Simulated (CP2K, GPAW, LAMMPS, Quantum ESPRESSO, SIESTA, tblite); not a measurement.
# How far do other methods lie from plane waves? Glassy 62P2O5-33BaO-4SnO2 (mol %) (124 atoms)

One geometry of glassy 62P2O5-33BaO-4SnO2 (mol %) (124 atoms) is solved by several programs and methods. How far do their forces lie from a plane-wave PBE run?

Results are calculated, not measured.

## 1. The structure

The cell holds 124 atoms (30 P, 8 Ba, 1 Sn and 85 O), with edges of 12.21, 12.21 and 12.21 Å. Recipe: 124 atoms (30 P, 8 Ba, 1 Sn, 85 O) placed at random at 3.14 g/cm³, melted at 4000 K for 10 ps at fixed volume with the Morse and Coulomb pair potential with partial charges (Pedone, Malavasi, Menziani, Cormack and Segre, J. Phys. Chem. B 110, 11780 (2006)). Quenched from 4000 K to 300 K at 50 K/ps and fixed volume, held 10 ps at zero pressure. The density is 3.20 g/cm³.

## 2. The reference input

Quantum ESPRESSO 7.5: Kohn-Sham DFT, PBE, SSSP efficiency 1.3.0 pseudopotentials, plane waves. Its input, pw.in:

```
&control
  calculation = 'scf'
  pseudo_dir = './pseudo'
  outdir = './tmp'
  disk_io = 'none'
  tprnfor = .true.
  tstress = .true.
/
&system
  ibrav = 0
  nat = 124
  ntyp = 4
  ecutwfc = 60
  ecutrho = 480
  nosym = .true.
  occupations = 'smearing'
  smearing = 'fd'
  degauss = 0.003675
/
&electrons
  conv_thr = 6.2e-07
  electron_maxstep = 100
  mixing_beta = 0.4
  mixing_mode = 'plain'
  diagonalization = 'david'
/
ATOMIC_SPECIES
P 30.974 P.upf
Ba 137.327 Ba.upf
Sn 118.710 Sn.upf
O 15.999 O.upf
CELL_PARAMETERS angstrom
12.21316 0.00000 0.00000
0.00000 12.21316 0.00000
0.00000 0.00000 12.21316
ATOMIC_POSITIONS crystal
P 0.64160 0.80664 0.57090
P 0.44728 0.28554 0.58773
P 0.04232 0.21290 0.87675
P 0.82302 0.45237 0.57224
[... 118 atom lines left out ...]
O 0.64812 0.25787 0.39113
O 0.65182 0.09246 0.78440
K_POINTS gamma
```

```console
$ OMP_NUM_THREADS=1 mpirun -np 4 pw.x -in pw.in > output.txt
```

The job ended after 13 min (4 MPI ranks of Arm Neoverse V1, shared host; peak memory 7 GiB).

It converged with an r.m.s. force component of 1.5 eV/Å and a pressure of 3.3 GPa.

Its highest filled and lowest empty levels lie 1.20 eV apart on its k-points.

## 3. The other programs

- CP2K 2026.2: Gaussian basis with GTH pseudopotentials and a plane-wave density; labels give functional, basis (MOLOPT sets; SR short-range, UZH the newer set with its own potentials), grid cutoff/relative cutoff and solver (OT: orbital transformation; TRS4, TC2, SIGN: linear-scaling purification with its sparsity filter), or its built-in tight binding.
- GPAW 26.7.0: PAW with atomic orbitals (LCAO), plane waves or a real-space grid of spacing h.
- SIESTA 5.4.2: numerical atomic orbitals, whose automatically made sets are far from complete, with PseudoDojo norm-conserving potentials that we converted to its format (checked against plane waves on the same files for H, C, O, Si, Ge and Ca alone); labels give functional, basis size, energy shift and mesh cutoff.

All use the same cell and atoms, and the electronic-structure runs the same k-mesh.

## 4. Side by side

Differences are against the reference: forces as r.m.s. over components, share as that over the reference's r.m.s. force, slope as the fitted ratio of a run's forces to the reference's.

| run | Δ force, r.m.s. (meV/Å) | share (%) | slope | Δ pressure (GPa) | Δ gap (eV) | cores | CPU time | memory (GiB) |
| --- | --- | --- | --- | --- | --- | --- | --- | --- |
| reference | - | - | - | - | - | 4 | 53 min | 7.0 |
| CP2K PBE+D4, DZVP-MOLOPT-SR, 600/50 Ry, OT DIIS | 189 | 12.5 | 1.052 | -1.27 | -0.391 | 4 | 14 min | 4.6 |
| CP2K PBE, DZVP-MOLOPT-SR, 210/50 Ry, OT DIIS (coarse) | 229 | 15.1 | 1.052 | 0.951 | -0.383 | 2 | 9.3 min | 1.1 |
| CP2K PBE, DZVP-MOLOPT-SR, 600/50 Ry, TRS4 filter 1e-05, SCF 1e-06 | 240 | 15.8 | 1.065 | 0.781 | - | 4 | 8.2 min | 4.2 |
| CP2K PBE, DZVP-MOLOPT-SR, 600/50 Ry, TRS4 filter 1e-06, SCF 1e-06 | 237 | 15.6 | 1.065 | 0.770 | - | 4 | 8.4 min | 4.2 |
| CP2K PBE, DZVP-MOLOPT-SR, 600/50 Ry, diagonalisation | 189 | 12.5 | 1.052 | 0.626 | -0.389 | 4 | 7.9 min | 7.1 |
| CP2K PBE, DZVP-MOLOPT-SR, 600/70 Ry, OT DIIS | 189 | 12.5 | 1.052 | 0.626 | -0.391 | 4 | 17 min | 4.6 |
| CP2K PBE, SZV-MOLOPT-SR, 600/50 Ry, OT DIIS (coarse) | 3081 | 203 | 1.433 | 40.3 | - | 2 | 12 min | 2.2 |
| GPAW PBE, LCAO dzp, h 0.18 Å | 493 | 32.5 | 1.129 | - | -0.323 | 2 | 6.2 min | 2.7 |
| GPAW PBE, LCAO dzp, h 0.18 Å, other mixer settings | 493 | 32.5 | 1.130 | - | -0.324 | 4 | 10 min | 3.7 |
| GPAW PBE, LCAO sz(dzp), h 0.18 Å (coarse) | 3194 | 211 | 1.310 | - | -0.930 | 1 | 3.6 min | 1.8 |
| SIESTA PBE, DZ, shift 0.01 Ry, mesh 500 Ry (coarse) | 2200 | 145 | 1.282 | 24.1 | - | 2 | 4.6 min | 2.0 |
| SIESTA PBE, DZP, shift 0.01 Ry, mesh 100 Ry (coarse) | 286 | 18.9 | 1.112 | 2.03 | -0.479 | 2 | 1.7 min | 0.83 |
| SIESTA PBE, DZP, shift 0.01 Ry, mesh 500 Ry | 276 | 18.2 | 1.109 | 2.00 | -0.480 | 4 | 8.7 min | 3.4 |
| SIESTA PBE, SZ, shift 0.02 Ry, mesh 500 Ry (coarse) | 2774 | 183 | 1.388 | 30.1 | - | 1 | 5.4 min | 1.2 |
| SIESTA PBE, SZP, shift 0.01 Ry, mesh 500 Ry (coarse) | 787 | 51.9 | 1.335 | 9.61 | - | 2 | 7.7 min | 2.8 |

Rows marked coarse were listed beforehand as settings not expected to be converged; some can still land near the reference.

Runs without a result: tblite GFN1-xTB (ended with an error or stopped unconverged); CP2K GFN1-xTB, OT DIIS (not converged); CP2K HSE06 with ADMM, PBE0 potentials, DZVP-UZH, 600/50 Ry, OT DIIS (cut off at its time limit); CP2K PBE, DZVP-MOLOPT-SR, 600/50 Ry, TRS4 filter 1e-03, SCF 1e-04 (not converged); SIESTA PBE, SZ, shift 0.01 Ry, mesh 500 Ry (cut off at its time limit).

CPU time is summed over cores on shared hosts, so it is rough.

## 5. Findings

Forces lie from 12 % (CP2K PBE+D4, DZVP-MOLOPT-SR, 600/50 Ry, OT DIIS) to 211 % (GPAW PBE, LCAO sz(dzp), h 0.18 Å, coarse) of the reference's r.m.s. force of 1.5 eV/Å away from it. The PBE runs in local orbitals, coarse settings apart, differ by 12 % (CP2K PBE, DZVP-MOLOPT-SR, 600/50 Ry, diagonalisation) to 33 % (GPAW PBE, LCAO dzp, h 0.18 Å); basis, grid and potentials can all enter. Rows with another functional or a dispersion term differ by 12 % (CP2K PBE+D4, DZVP-MOLOPT-SR, 600/50 Ry, OT DIIS), which mixes the change of model with differences of basis and potentials. Runs with settings chosen to be coarse differ by 15 % (CP2K PBE, DZVP-MOLOPT-SR, 210/50 Ry, OT DIIS) to 211 % (GPAW PBE, LCAO sz(dzp), h 0.18 Å), their programs' other errors included.

GPAW PBE, LCAO dzp, h 0.18 Å, other mixer settings stiffens the forces by a factor of 1.13 while following their directions (correlation 0.967); the difference isn't even, but is largest on one element. From CP2K PBE, DZVP-MOLOPT-SR, 210/50 Ry, OT DIIS to the finer CP2K PBE, DZVP-MOLOPT-SR, 600/70 Ry, OT DIIS the share falls from 15 to 12 %. From SIESTA PBE, DZP, shift 0.01 Ry, mesh 100 Ry to the finer SIESTA PBE, DZP, shift 0.01 Ry, mesh 500 Ry the share goes from 18.9 to 18.2 %, so the grid isn't what parts these runs from the reference. Pressures at PBE, coarse settings apart, lie +0.63 to +2.00 GPa from the reference's. Gaps at PBE, coarse settings apart, lie -0.48 to -0.32 eV from the reference's. A pressure off by over 25 GPa (CP2K PBE, SZV-MOLOPT-SR, 600/50 Ry, OT DIIS and SIESTA PBE, SZ, shift 0.02 Ry, mesh 500 Ry) is no usable stress for this cell.

Caveats: The potentials hold different valence shells: 754 electrons in the reference, 744 in CP2K with SZV-MOLOPT-SR; this bears on time and differences. The reference's pressure holds the uncorrected Pulay stress of its 60 Ry basis, so small pressure differences may be the reference's own error. In our tests on small cells the SSSP efficiency potentials stood apart from two norm-conserving sets, for C–F bonds most and for P–O bonds less, so differences from this reference needn't be the other run's error. The quench rate of 50 K/ps is many orders above laboratory rates, so the cell is likely richer in defects and strain than a real sample. The network of bonds at the start is that of the classical potential that made the cell, and needn't be the one that DFT or experiment would give. The electronic-structure runs sample only Γ, in a cell whose shortest periodic width is 12 Å. Spin–orbit coupling is left out, which matters for the levels of the heavy elements. Where levels are smeared, the DFT runs use Fermi–Dirac occupations at 580 K (0.05 eV), and energies are free energies. The reference's cutoffs and mesh weren't converged further here.

[Logs are printed without paths, hosts, clocks, repeated set-up lines and the standing remarks that a program may print on its own settings, such as how far it seeks lower states.]

[Hosts, paths, dates, database ids (printed as entryN), source tags and the programs' standing remarks are cut or masked in the printed files.]

[Cells were taken only where this reference lay near another plane-wave run.]
